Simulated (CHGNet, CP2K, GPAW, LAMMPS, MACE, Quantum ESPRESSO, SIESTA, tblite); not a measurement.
**Other levels on glassy 68SiO2-14MgO-11ZnO-7BaO (mol %) (75 atoms)**

Density of this cell: 2.67 g/cm³. The cell holds 75 atoms: 19 Si, 4 Mg, 3 Zn, 2 Ba and 47 O. Cell: a = 10.485 Å, b = 10.485 Å, c = 10.485 Å, α = 90.0°, β = 90.0°, γ = 90.0°. 75 atoms (19 Si, 4 Mg, 3 Zn, 2 Ba, 47 O) placed at random at 2.67 g/cm³, melted at 4000 K for 10 ps at fixed volume with the Morse and Coulomb pair potential with partial charges (Pedone, Malavasi, Menziani, Cormack and Segre, J. Phys. Chem. B 110, 11780 (2006)). Quenched from 4000 K to 300 K at 25 K/ps and fixed volume, held 5 ps, then minimised at fixed cell.

Geometry: as built.

The reference, a calculation:

- method: Kohn-Sham DFT, PBE, SSSP efficiency 1.3.0 pseudopotentials, plane waves (Quantum ESPRESSO 7.5); sssp-pbe-1.3.0-efficiency, cutoffs 60/480 Ry, Γ point
- r.m.s. force component: 0.9196 eV/Å
- longest force: 3.232 eV/Å
- pressure: 1.366 GPa
- gap (highest filled to lowest empty level): 2.891 eV
- time: 3 min on 4 MPI ranks of Arm Neoverse V2, shared host
- CPU time: 12 min

Q: Estimate the differences from the reference, the CPU time and the memory of each run.
- SIESTA revPBE, PBE potentials, DZP, shift 0.01 Ry, mesh 500 Ry (SIESTA 5.4.2; 2 MPI ranks)
- tblite GFN1-xTB (tblite 0.8.0; 1 thread)
- CP2K PBE, DZVP-MOLOPT-SR, 1200/50 Ry, SIGN filter 1e-06, SCF 1e-06 (CP2K 2026.2; 1 thread)
- CHGNet r2SCAN potential (CHGNet r2SCAN; 1 thread)
- MACE MPA-0 medium potential (MACE MPA-0 medium; 1 thread)
- QE PBE, gbrv-1.5, 40/200 Ry (Quantum ESPRESSO 7.5; 2 MPI ranks)
- GPAW PBE, LCAO szp(dzp), h 0.18 Å (GPAW 26.7.0; 1 thread)
- GPAW PBE, LCAO dzp, h 0.22 Å (GPAW 26.7.0; 1 thread)
- GPAW PBE, LCAO dzp, h 0.18 Å (GPAW 26.7.0; 1 thread)
- GPAW PBE, LCAO sz(dzp), h 0.18 Å (GPAW 26.7.0; 1 thread)

Differences are against the plane-wave reference, forces as r.m.s. over components; share is that over the reference's r.m.s. force, slope the least-squares factor from reference forces to these. Total energies of different programs have different zeros and aren't compared.

```tsv
run	Δ force, r.m.s. (meV/Å)	share (%)	slope	Δ pressure (GPa)	Δ gap (eV)	cores	CPU time	memory (GiB)
reference	-	-	-	-	-	4	12 min	3.6
SIESTA revPBE, PBE potentials, DZP, shift 0.01 Ry, mesh 500 Ry	207	22.5	1.165	2.99	0.059	2	3.8 min	1.9
tblite GFN1-xTB	502	54.6	0.951	-4.02	-	1	3.8 s	0.11
CP2K PBE, DZVP-MOLOPT-SR, 1200/50 Ry, SIGN filter 1e-06, SCF 1e-06	171	18.6	0.932	0.326	-	1	4.7 min	3.8
CHGNet r2SCAN potential	277	30.2	0.725	-3.59	-	1	3.1 s	0.93
MACE MPA-0 medium potential	65.3	7.10	0.958	-0.0107	-	1	6.9 s	0.93
QE PBE, gbrv-1.5, 40/200 Ry	32.2	3.50	0.974	0.0863	0.0269	2	4.7 min	1.6
GPAW PBE, LCAO szp(dzp), h 0.18 Å (coarse)	309	33.6	1.230	-	-0.171	1	1.7 min	1.6
GPAW PBE, LCAO dzp, h 0.22 Å (coarse)	359	39.0	1.316	-	-0.133	1	83 s	0.98
GPAW PBE, LCAO dzp, h 0.18 Å	322	35.0	1.304	-	-0.128	1	2.3 min	1.7
GPAW PBE, LCAO sz(dzp), h 0.18 Å (coarse)	1153	125	1.971	-	-0.307	1	54 s	1.3
```

Rows marked coarse were listed beforehand as settings not expected to be converged; some can still land near the reference.

Times of the machine-learned potentials are mostly Python's start and the loading of weights.

CPU time is summed over cores on a shared host, where runs went side by side, so it is rough. Symmetry, cutoffs, thresholds, outputs and thread counts weren't matched or tuned between programs; memory under MPI is the largest rank's times the ranks.

PBE on plane waves or a grid with other potentials, cutoffs or grids, coarse settings apart, differs from the reference by 3.5 % (QE PBE, gbrv-1.5, 40/200 Ry) of the r.m.s. force; this holds the reference's own error, so differences of a few per cent don't tell which side is nearer the exact PBE result. The PBE runs in local orbitals, coarse settings apart, differ by 19 % (CP2K PBE, DZVP-MOLOPT-SR, 1200/50 Ry, SIGN filter 1e-06, SCF 1e-06) to 35 % (GPAW PBE, LCAO dzp, h 0.18 Å); basis, grid and potentials can all enter. Tight binding differs by 55 % (tblite GFN1-xTB); it is another model, with fitted parameters of its own, and the xTB methods hold dispersion. Machine-learned potentials differ by 7.1 % (MACE MPA-0 medium potential) to 30 % (CHGNet r2SCAN potential); they were trained on other programs' data, some at another functional. Periodic xTB results under one method name differ between programs and library versions. Machine-learned potentials mimic data converged in k, so the reference's own k-point error enters their differences. The network of bonds at the start is that of the classical potential that made the cell, and needn't be the one that DFT or experiment would give. The electronic-structure runs sample only Γ, in a cell whose shortest periodic width is 10 Å.

[Logs are printed without paths, hosts, clocks, repeated set-up lines and the standing remarks that a program may print on its own settings, such as how far it seeks lower states.]

[Hosts, paths, dates, database ids (printed as entryN), source tags and the programs' standing remarks are cut or masked in the printed files.]
